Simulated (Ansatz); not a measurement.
# Mg on Cr(110): change of the work function, part 5 of 5

Aim: the work function of Cr(110) at several coverages of Mg (hollow site), and the dipole that each adsorbate carries.

Ansatz 0.2.0; plane-wave DFT, PBE, Ansatz PAW (the session's first sound run).

So far, work function, upper face (eV): step 2 (the clean slab) 4.78; step 4 (adsorbate added, k-mesh 7×7×1, coverage 0.5 ML) 3.67; step 5 (adsorbate added, k-mesh 13×13×1, coverage 1 ML) 4.18; step 7 (the covered slab, atoms frozen) 2.91; step 8 (the substrate alone) 4.80.

### 11. A changed input: scf.occupations.method = "cold" and hamiltonian.hubbard

This step: plane-wave DFT, PBE, Ansatz PAW, but for the change named below (Ansatz 0.2.0).

System of this step: Mg/Cr(110). The cell holds 5 atoms: 4 Cr and 1 Mg. Its edges and angles: a = 2.494 Å, b = 2.494 Å, c = 26.543 Å, α = 90.0°, β = 90.0°, γ = 70.5°. Vacuum lies along c.

A run with a changed input: it repeats the earlier run at 1 ML with scf.occupations.method from fermi_dirac to cold and hamiltonian.hubbard to sites: [species: Cr, l: d, u_eff: 3.0], double_counting: fll.

Contents of input.yaml:

```yaml
crystal:
  lattice:
    - [2.0364675298, -1.44, 0.0]
    - [2.0364675298, 1.44, 0.0]
    - [0.0, 0.0, 26.5429120705]
  atoms:
    - { symbol: Cr, position: [0.0, 0.0, 0.3390735717] }
    - { symbol: Cr, position: [0.5, 0.5, 0.4157971627] }
    - { symbol: Cr, position: [0.0, 0.0, 0.4915186514] }
    - { symbol: Cr, position: [0.5, 0.5, 0.5632189611] }
    - { symbol: Mg, position: [0.84, 0.84, 0.6609264283] }
kpoints:
  mp_grid: { grid: [13, 13, 1] }
hamiltonian:
  xc: pbe
  hubbard: { sites: [{ species: Cr, l: d, u_eff: 3.0 }], double_counting: fll }
scf:
  occupations: { method: cold, width: 0.1 }
  convergence: { dr2_threshold: 1.0e-08 }
efield:
  axis: 3
  dipole_correction: true
  ramp_position: 0.97
  ramp_width: 0.06
relax:
  f_tol: 0.02
  max_steps: 60
  constraints: [{ sites: [0, 1] }]
output:
  bader: true
  write_potential: true
  write_density: true
  volumetric_format: npy
```

Started as:

```sh
> ansatz run input.yaml --threads 4 --pin off --max-ram 6144MiB --backend cpu --events-out ev --progress --plain --runs-dir out
```

Log:

```text
Cr: projections on atomic orbitals take those of the free atom [Ne] 3s2 3p6 3d5 4s1, of charge +0.00 (hamiltonian.pseudopotentials.projection_atoms); the dataset's partial waves leave at most 7.0e-7 of an orbital's norm unspanned inside its sphere
Mg: projections on atomic orbitals take those of the free atom [He] 2s2 2p6 3s2, of charge +0.00 (hamiltonian.pseudopotentials.projection_atoms); the dataset's partial waves leave at most 2.0e-8 of an orbital's norm unspanned inside its sphere
[...]
Crystal: 5 atoms, lattice volume = 155.675 Å³
Basis set: ecut = 420 eV, 3007 PW (Γ), exchange–correlation on 36×36×360 points (8 copies of the dense FFT grid, shifted against one another)
Bands: 40, of which v1, the nominal top of the filled ones, is band 33 counted from 1 (32 counted from 0)
Symmetry: 2 space group operations
[...]
k-points: 49 of 169 (time reversal used)
[...]
SCF iter   1: F=—  HF=-15424.063022 eV  |F-HF|=—  |Δ(HF+E_count)|=         —  Δρ=1.33e-1  dr2=4.33e1  ethr=3.10e-3  p=-0.000 e·Å  D=-2.43e-7 V/Å  ΔV_dip=0.00 eV  dr2_dipole=2.39e0  V_vac-E_F(+/−)=6.11/6.11 eV  ⟨swp⟩=8.9  Hψ=9819  notcnv=0
[...]
SCF iter  22: F=-15417.542330 eV  HF=-15417.542330 eV  |F-HF|=4.00e-9  |Δ(HF+E_count)|=   2.61e-9  S|Δr|=    0.00e0  Δρ=1.24e-6  dr2=4.26e-9  ethr=1.52e-11  p=0.019 e·Å  D=2.25e-2 V/Å  ΔV_dip=-0.60 eV  dr2_dipole=7.92e-10  V_vac-E_F(+/−)=4.14/4.73 eV  ⟨swp⟩=8.8  Hψ=12607  notcnv=0
SCF 1 converged in 22 iterations: F = -15417.542330 eV  dr2 = 4.26e-9
[...]
relax step   1: F+E_penalty+E_count = -15417.54232983 eV  Δ(F+E_penalty+E_count) = +0.000e0 eV  max|allowed force component| = 8.031e-1 eV/Å  Δτ_max = 0.0000 Å  (22 SCF iters, accepted)
[...]
SCF iter  23: F=-15417.639494 eV  HF=-15417.639494 eV  |F-HF|=4.77e-9  |Δ(HF+E_count)|=   3.83e-9  S|Δr|=    0.00e0  Δρ=1.11e-6  dr2=6.73e-9  ethr=1.52e-11  p=0.016 e·Å  D=1.90e-2 V/Å  ΔV_dip=-0.50 eV  dr2_dipole=1.57e-9  V_vac-E_F(+/−)=4.23/4.73 eV  ⟨swp⟩=8.6  Hψ=10683  notcnv=0
SCF 2 converged in 23 iterations: F = -15417.639494 eV  dr2 = 6.73e-9
relax step   2: F+E_penalty+E_count = -15417.63949402 eV  Δ(F+E_penalty+E_count) = -9.716e-2 eV  max|allowed force component| = 2.659e-1 eV/Å  Δτ_max = 0.1949 Å  (23 SCF iters, accepted)
[...]
SCF iter  19: F=-15417.675597 eV  HF=-15417.675597 eV  |F-HF|=3.28e-9  |Δ(HF+E_count)|=   2.69e-9  S|Δr|=    0.00e0  Δρ=9.40e-7  dr2=5.61e-9  ethr=1.52e-11  p=0.016 e·Å  D=1.85e-2 V/Å  ΔV_dip=-0.49 eV  dr2_dipole=1.08e-9  V_vac-E_F(+/−)=4.24/4.73 eV  ⟨swp⟩=8.7  Hψ=10612  notcnv=0
SCF 3 converged in 19 iterations: F = -15417.675597 eV  dr2 = 5.61e-9
relax step   3: F+E_penalty+E_count = -15417.67559667 eV  Δ(F+E_penalty+E_count) = -3.610e-2 eV  max|allowed force component| = 1.073e-1 eV/Å  Δτ_max = 0.1949 Å  (19 SCF iters, accepted)
[...]
relax step   4: F+E_penalty+E_count = -15417.69069544 eV  Δ(F+E_penalty+E_count) = -1.510e-2 eV  max|allowed force component| = 3.909e-2 eV/Å  Δτ_max = 0.2000 Å  (20 SCF iters, accepted)
SCF iter   1: F=—  HF=-15417.694614 eV  |F-HF|=—  |Δ(HF+E_count)|=         —  Δρ=3.46e-3  dr2=1.10e-2  ethr=1.86e-4  p=0.016 e·Å  D=1.85e-2 V/Å  ΔV_dip=-0.49 eV  dr2_dipole=8.03e-5  V_vac-E_F(+/−)=4.24/4.73 eV  ⟨swp⟩=6.4  Hψ=5603  notcnv=0  defer=43
[...]
SCF iter  15: F=-15417.693183 eV  HF=-15417.693183 eV  |F-HF|=2.88e-9  |Δ(HF+E_count)|=   7.29e-9  S|Δr|=    0.00e0  Δρ=1.72e-6  dr2=5.60e-9  ethr=1.52e-11  p=0.016 e·Å  D=1.86e-2 V/Å  ΔV_dip=-0.49 eV  dr2_dipole=8.47e-10  V_vac-E_F(+/−)=4.24/4.73 eV  ⟨swp⟩=8.2  Hψ=12440  notcnv=0
SCF 5 converged in 15 iterations: F = -15417.693183 eV  dr2 = 5.60e-9
relax step   5: F+E_penalty+E_count = -15417.69318336 eV  Δ(F+E_penalty+E_count) = -2.488e-3 eV  max|allowed force component| = 6.450e-3 eV/Å  Δτ_max = 0.1234 Å  (15 SCF iters, accepted)
[...]
WARN: The input density's exchange-correlation potential varies sharply where the density is thin. Do not read a vacuum level from v_tot or v_xc, or from such a field of the output density. On a cell that repeats whose density bears no net charge and no dipole along the vacuum's axis use v_es (v_loc + v_h of the components); under efield.dipole_correction with no amplitude use v_es + v_field, which holds any external [...]
SCF converged after 15 iterations
Stability not checked: this state was not tested for a lower state beside it, because cold or Methfessel-Paxton smearing, or corrected tetrahedra, fill the levels in a way that the test cannot read (fill_not_monotonic; see scf.lower_state_search)
Free energy (F): -15417.693183 eV
[...]
Internal energy: -15417.694885 eV  (E = F + TS)
E sigma→0 (E₀):  -15417.693751 eV
Entropy (-TS):   0.001702 eV (0.340 meV/atom)
Fermi energy:    4.019752 eV
Dipole field:    D = 0.018568 V/Å  (p = 0.015974 e·Å, saw-weighted, corrected)
Work function:   Φ+ = 4.2361 eV   Φ− = 4.7289 eV
[...]
--- Forces (eV/Å), atoms counted from 1 ---
  atom   1  Cr     0.00008017     0.00000000     0.64977389
  atom   2  Cr    -0.00189764     0.00000000    -0.65629163
  atom   3  Cr     0.00382588     0.00000000     0.00526321
  atom   4  Cr    -0.00135387     0.00000000    -0.00515066
  atom   5  Mg    -0.00064189     0.00000000     0.00645022
  max |Σ_I F_I| component: 4.50e-5 eV/Å
--- Band table (eV; the first three rows and the last of 49) ---
  k-point 0: bands = [... 29 lower, 2.8410, 2.9304, 2.9965, 3.1964, 3.5604, 4.1378, 4.6021, 5.2888, ... 3 higher]
  k-point 1: bands = [... 29 lower, 2.8032, 2.8341, 2.9723, 3.3270, 3.3658, 4.1573, 4.3173, 5.2302, ... 3 higher]
  k-point 2: bands = [... 29 lower, 2.5961, 2.6941, 2.9604, 3.3257, 3.3794, 3.7559, 4.6663, 5.1582, ... 3 higher]
  k-point 48: bands = [... 29 lower, 4.0132, 4.1505, 4.3500, 4.9363, 5.1645, 5.1866, 5.5430, 5.7488, ... 3 higher]
Occupation matrices written to <dir>
--- Relaxed structure (5 steps of the walk, 5 accepted, 0 SCFs on fresh bases) ---
  F+E_penalty+E_count = -15417.69318336 eV   max|allowed force component| = 6.450e-3 eV/Å
  atoms:
    - { symbol: Cr, position: [0.0, 0.0, 0.3390735717] }
    - { symbol: Cr, position: [0.500000, 0.500000, 0.4157971627] }
    - { symbol: Cr, position: [-0.00012495, -0.00012495, 0.491903] }
    - { symbol: Cr, position: [0.500008, 0.500008, 0.566477] }
    - { symbol: Mg, position: [1.000361, 1.000361, 0.655281] }
--- Bader charges: 5 sites ---
  site symbol  charge [e]  shift [e] shared [e]
     0     Cr     -0.0339     0.0000    -0.0339
     1     Cr      0.0171     0.0000     0.0171
     2     Cr      0.0224     0.0001     0.0224
     3     Cr     -0.4108     0.0001    -0.4883
     4     Mg      1.0814     0.0003     0.4827
  maxima off the nuclei: 2, with 0.6763 electrons
[...]
charge, to which what the maxima have on the atom's side is counted
  estimated error of the sums over rays = 5.0e-4 e
```

Elapsed: 2.6 min, on 4 threads of Arm Neoverse N1, shared host; peak memory 0.71 GiB; 10 min of CPU time.

Step by step:

```tsv
step	energy less that of the first step (eV)	largest force component (eV/Å)
1	0.0000	0.8031
2	-0.0972	0.2659
3	-0.1333	0.1073
4	-0.1484	0.0391
5	-0.1509	0.0065
```

Forces are held to the 2 operations that the program found; a distortion that breaks them can't arise in this run.

The atoms that moved most (Å):

```tsv
atom	dx	dy	dz	length
Mg5	0.653	0.000	-0.150	0.670
Cr4	0.000	0.000	0.086	0.086
Cr3	-0.001	0.000	0.010	0.010
```

Final coordinates:

```
Cr Mg
1.0
     2.03647   -1.44000    0.00000
     2.03647    1.44000    0.00000
     0.00000    0.00000   26.54291
Cr Mg
4 1
Direct
  0.00000 0.00000 0.33907
  0.50000 0.50000 0.41580
  0.99988 0.99988 0.49190
  0.50001 0.50001 0.56648
  0.00036 0.00036 0.65528
```

Read from the output:

- energy at zero smearing: -15417.6938 eV
- work function, upper face: 4.236 eV
- work function, lower face: 4.729 eV
- dipole along the normal: 0.01597 e·Å
- step between the vacuum levels: -0.4928 eV

```tsv
quantity	this run	earlier run	difference
work function, upper face (eV)	4.236	4.179	0.057
work function, lower face (eV)	4.729	4.869	-0.14
dipole along the normal (e·Å)	0.01597	0.02234	-0.0064
```

What moves beyond 0.01 in its unit (for the dipole 0.5 % and 5e-5 e·Å): dipole along the normal (-0.00637 e·Å), work function, lower face (-0.14 eV) and work function, upper face (+0.0568 eV).

### 12. Varying the input

This step: plane-wave DFT, PBE, Ansatz PAW (Ansatz 0.2.0).

System of this step: Cr(110). The cell holds 4 atoms: 4 Cr. Its edges and angles: a = 2.494 Å, b = 2.494 Å, c = 24.109 Å, α = 90.0°, β = 90.0°, γ = 70.5°. Vacuum lies along c.

Another changed input: it repeats the earlier run at 0 ML with efield.ramp_width from 0.06 to 0.15, efield.dipole_correction from true to false and efield.amplitude to 0.05.

Contents of input.yaml:

```yaml
crystal:
  lattice:
    - [2.0364675298, -1.44, 0.0]
    - [2.0364675298, 1.44, 0.0]
    - [0.0, 0.0, 24.1094025895]
  atoms:
    - { symbol: Cr, position: [0.0, 0.0, 0.3732983415] }
    - { symbol: Cr, position: [0.5, 0.5, 0.4577661138] }
    - { symbol: Cr, position: [0.0, 0.0, 0.5422338862] }
    - { symbol: Cr, position: [0.5, 0.5, 0.6267016585] }
kpoints:
  mp_grid: { grid: [13, 13, 1] }
hamiltonian:
  xc: pbe
scf:
  occupations: { method: fermi_dirac, width: 0.1 }
  convergence: { dr2_threshold: 1.0e-08 }
efield:
  axis: 3
  dipole_correction: false
  ramp_position: 0.97
  ramp_width: 0.15
  amplitude: 0.05
relax:
  f_tol: 0.02
  max_steps: 60
  constraints: [{ sites: [0, 1] }]
output:
  write_potential: true
  write_density: true
  volumetric_format: npy
```

Log:

```text
[...]
Crystal: 4 atoms, lattice volume = 141.402 Å³
Basis set: ecut = 420 eV, 2751 PW (Γ), exchange–correlation on 36×36×324 points (8 copies of the dense FFT grid, shifted against one another)
Bands: 34, of which v1, the nominal top of the filled ones, is band 28 counted from 1 (27 counted from 0)
Symmetry: 4 space group operations
k-points: 49 of 169
[...]
SCF iter   1: F=—  HF=-13508.565982 eV  |F-HF|=—  |Δ(HF+E_count)|=         —  Δρ=1.67e-2  dr2=5.68e0  ethr=1.77e-3  p=0.001 e·Å  V_vac-E_F(+/−)=4.99/4.01 eV  ⟨swp⟩=7.9  Hψ=16893  notcnv=0
[...]
SCF iter  11: F=-13508.517485 eV  HF=-13508.517485 eV  |F-HF|=2.80e-9  |Δ(HF+E_count)|=   6.64e-9  Δρ=8.98e-7  dr2=2.95e-9  ethr=1.79e-11  p=0.028 e·Å  V_vac-E_F(+/−)=5.39/4.55 eV  ⟨swp⟩=9.3  Hψ=11226  notcnv=0
SCF 1 converged in 11 iterations: F = -13508.517485 eV  dr2 = 2.95e-9
[...]
relax step   1: F+E_penalty+E_count = -13508.51748513 eV  Δ(F+E_penalty+E_count) = +0.000e0 eV  max|allowed force component| = 7.179e-1 eV/Å  Δτ_max = 0.0000 Å  (11 SCF iters, accepted)
Bands: 40, of which v1, the nominal top of the filled ones, is band 28 counted from 1 (27 counted from 0)
[...]
SCF iter  11: F=-13508.561555 eV  HF=-13508.561555 eV  |F-HF|=2.24e-10  |Δ(HF+E_count)|=   4.28e-8  Δρ=1.02e-6  dr2=3.82e-9  ethr=1.79e-11  p=0.032 e·Å  V_vac-E_F(+/−)=5.36/4.54 eV  ⟨swp⟩=9.8  Hψ=11843  notcnv=0
SCF 2 converged in 11 iterations: F = -13508.561555 eV  dr2 = 3.82e-9
relax step   2: F+E_penalty+E_count = -13508.56155546 eV  Δ(F+E_penalty+E_count) = -4.407e-2 eV  max|allowed force component| = 3.271e-1 eV/Å  Δτ_max = 0.1019 Å  (11 SCF iters, accepted)
[...]
SCF iter  11: F=-13508.571031 eV  HF=-13508.571031 eV  |F-HF|=1.31e-9  |Δ(HF+E_count)|=   4.02e-9  Δρ=9.14e-7  dr2=1.83e-9  ethr=1.79e-11  p=0.035 e·Å  V_vac-E_F(+/−)=5.33/4.53 eV  ⟨swp⟩=9.9  Hψ=11700  notcnv=0
SCF 3 converged in 11 iterations: F = -13508.571031 eV  dr2 = 1.83e-9
relax step   3: F+E_penalty+E_count = -13508.57103108 eV  Δ(F+E_penalty+E_count) = -9.476e-3 eV  max|allowed force component| = 9.117e-3 eV/Å  Δτ_max = 0.0585 Å  (11 SCF iters, accepted)
[...]
SCF converged after 11 iterations
Free energy (F): -13508.571031 eV
[...]
Internal energy: -13508.415679 eV  (E = F + TS)
E sigma→0 (E₀):  -13508.493355 eV
Entropy (-TS):   -0.155352 eV (-38.838 meV/atom)
Fermi energy:    3.168266 eV
Dipole field:    D = 0.044479 V/Å  (p = 0.034757 e·Å, saw-weighted)
Work function:   not extracted (applied field tilts the vacuum); planar V_es + V_field profile in the machine report
[...]
--- Forces (eV/Å), atoms counted from 1 ---
  atom   1  Cr     0.00000000     0.00000000     0.65541071
  atom   2  Cr    -0.00000000     0.00000000    -0.66271554
  atom   3  Cr    -0.00000000     0.00000000    -0.00181144
  atom   4  Cr     0.00000000     0.00000000     0.00911718
  max |Σ_I F_I| component: 9.03e-7 eV/Å
--- Band table (eV; the first three rows and the last of 49) ---
  k-point 0: bands = [... 24 lower, 2.1893, 2.2623, 2.3396, 2.4081, 3.0711, 3.4154, 3.9789, 3.9947, ... 8 higher]
  k-point 1: bands = [... 24 lower, 2.0495, 2.2312, 2.4003, 2.6009, 2.8644, 3.4597, 3.6389, 3.9201, ... 8 higher]
  k-point 2: bands = [... 24 lower, 1.9550, 2.0888, 2.3585, 2.6502, 2.9057, 3.0466, 3.8250, 3.8706, ... 8 higher]
  k-point 48: bands = [... 24 lower, 2.0296, 3.3531, 3.5067, 3.9990, 4.0949, 4.2355, 4.6720, 5.0976, ... 8 higher]
--- Relaxed structure (3 steps of the walk, 3 accepted, 0 SCFs on fresh bases) ---
  F+E_penalty+E_count = -13508.57103108 eV   max|allowed force component| = 9.117e-3 eV/Å
  atoms:
    - { symbol: Cr, position: [0.0, 0.0, 0.3732983415] }
    - { symbol: Cr, position: [0.500000, 0.500000, 0.4577661138] }
    - { symbol: Cr, position: [-1.080748e-18, -1.080748e-18, 0.541138] }
    - { symbol: Cr, position: [0.500000, 0.500000, 0.620051] }
```

It took 42 s on 4 threads; peak memory 0.54 GiB.

```tsv
quantity	this run	earlier run	difference
dipole along the normal (e·Å)	0.03476	0.004661	0.030
```

The applied field differs between the two, so the dipoles differ in any case.

With the dipole correction off, the periodic images add a field of their own to the typed one.

These numbers are not those of the isolated slab.

### 13. What came out

```json
{
 "work function of the clean face": "4.78 eV",
 "work function at 0.25 ML": "2.91 eV",
 "work function at 0.5 ML": "3.67 eV",
 "work function at 1 ML": "4.18 eV",
 "dipole per adsorbate at 0.25 ML, positive end outwards": "1.14 D",
 "step of the potential from the moved charge at 0.25 ML, upper less lower side, atoms held": "-1.86 eV"
}
```

What this shows: Mg lowers the work function of Cr(110) at the lowest coverage, by 1.87 eV: the adsorbate layer has its positive end outwards. The dipole per adsorbate falls from 1.14 to 0.09 D as the layer fills. Neighbouring dipoles depolarise each other, and heights and bonding change with coverage too. The slab has 4 layers, at the tabulated experimental lattice constant, one starting site was run, and quantum-size effects of a slab this thin can reach one or two tenths of an eV. The main runs have no spin polarisation; a magnetic state could lie lower and would change these results.

[Long decimals in the printed logs are rounded to 6 places.]

[Logs are printed without paths, hosts, clocks, repeated set-up lines and the standing remarks that a program may print on its own settings, such as how far it seeks lower states.]

[Hosts, paths, dates, database ids (printed as entryN), source tags and the programs' standing remarks are cut or masked in the printed files.]

[Maps of the electrostatic potential energy from Ansatz leave out the sawtooth potential of an applied field or a dipole correction, so their vacuum need not be flat; planar profiles and work functions include it.]
